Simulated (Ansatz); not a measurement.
An input for Ansatz 0.2.0 (NaCl (Halite)):

```yaml
crystal:
  lattice:
    - [0.0, 2.82005, 2.82005]
    - [2.82005, 0.0, 2.82005]
    - [2.82005, 2.82005, 0.0]
  atoms:
    - { symbol: Na, position: [0.0, 0.0, 0.0] }
    - { symbol: Cl, position: [0.5, 0.5, 0.5] }
kpoints:
  mp_grid: { grid: [6, 6, 6] }
hamiltonian:
  xc: pbe
scf:
  occupations: { method: fixed }
dielectric: {}
```

```sh
ansatz run input.yaml --threads 3 --pin off --max-ram 92160MiB --backend cuda --events-out ev --progress --plain --runs-dir out --devices 1 --max-vram 13GiB
```

Estimate wall time and host memory on 1 × NVIDIA H100 80GB HBM3 (shared by 6 runs) with 3 threads of AMD EPYC 7R13 (Zen 3), shared host.

It took 19 s; on shared hardware allow 9.7 s to 39 s. Peak host memory was 0.99 GiB.

[Paths, hosts, dates, memory and timing lines, banners, echoed tables and standing remarks are left out of the program output.]

[Logs are printed without paths, hosts, clocks, repeated set-up lines and the standing remarks that a program may print on its own settings, such as how far it seeks lower states.]

[Runs of the session that timed out or met a known fault of the program may be left out.]

[Cells called generated may have been cut or substituted from an entry of the Crystallography Open Database or the Materials Project.]

[Hosts, paths, dates, database ids (printed as entryN), source tags and the programs' standing remarks are cut or masked in the printed files.]
